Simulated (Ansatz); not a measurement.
Planning a run of Ansatz 0.2.0 on SnO2 (Cassiterite). The input:

```yaml
crystal:
  lattice:
    - [4.738, 0.0, 0.0]
    - [0.0, 4.738, 0.0]
    - [0.0, 0.0, 3.1865]
  atoms:
    - { symbol: Sn, position: [0.0, 0.0, 0.0] }
    - { symbol: Sn, position: [0.5, 0.5, 0.5] }
    - { symbol: O, position: [0.3071, 0.3071, 0.0] }
    - { symbol: O, position: [0.1929, 0.8071, 0.5] }
    - { symbol: O, position: [0.6929, 0.6929, 0.0] }
    - { symbol: O, position: [0.8071, 0.1929, 0.5] }
kpoints:
  mp_grid: { grid: [4, 4, 4] }
hamiltonian:
  xc: pbe
scf:
  occupations: { method: fixed }
gw:
  n_empty_bands: 459
  ecut_chi: 200.0
  qp_bands: [v2, c2]
  qp_kpoints: band_edges
  screening: { model: contour_deformation }
```

```sh
ansatz run input.yaml --threads 3 --pin off --max-ram 64512MiB --backend cuda --events-out ev --progress --plain --runs-dir out --devices 1 --max-vram 24GiB  # rebuilt from the run's record
```

Question: How long will it take on 1 × NVIDIA H100 80GB HBM3 (shared by 3 runs) with 3 threads of AMD EPYC 7R13 (Zen 3), shared host, and how much memory?

It took 20 s; on shared hardware allow 10 s to 40 s. Peak host memory was 2.0 GiB. The sizes that set the cost: 1411 plane waves a state, 18 irreducible k points, 485 bands summed, 471 plane waves in the screening and 6 SCF cycles.

The screening grows as filled bands × empty bands × pairs of k points, times the square of the screening basis for the matrix.

[Paths, hosts, dates, memory and timing lines, banners, echoed tables and standing remarks are left out of the program output.]

[Logs are printed without paths, hosts, clocks, repeated set-up lines and the standing remarks that a program may print on its own settings, such as how far it seeks lower states.]

[Runs of the session that timed out or met a known fault of the program may be left out.]

[Cells called generated may have been cut or substituted from an entry of the Crystallography Open Database or the Materials Project.]

[Hosts, paths, dates, database ids (printed as entryN), source tags and the programs' standing remarks are cut or masked in the printed files.]
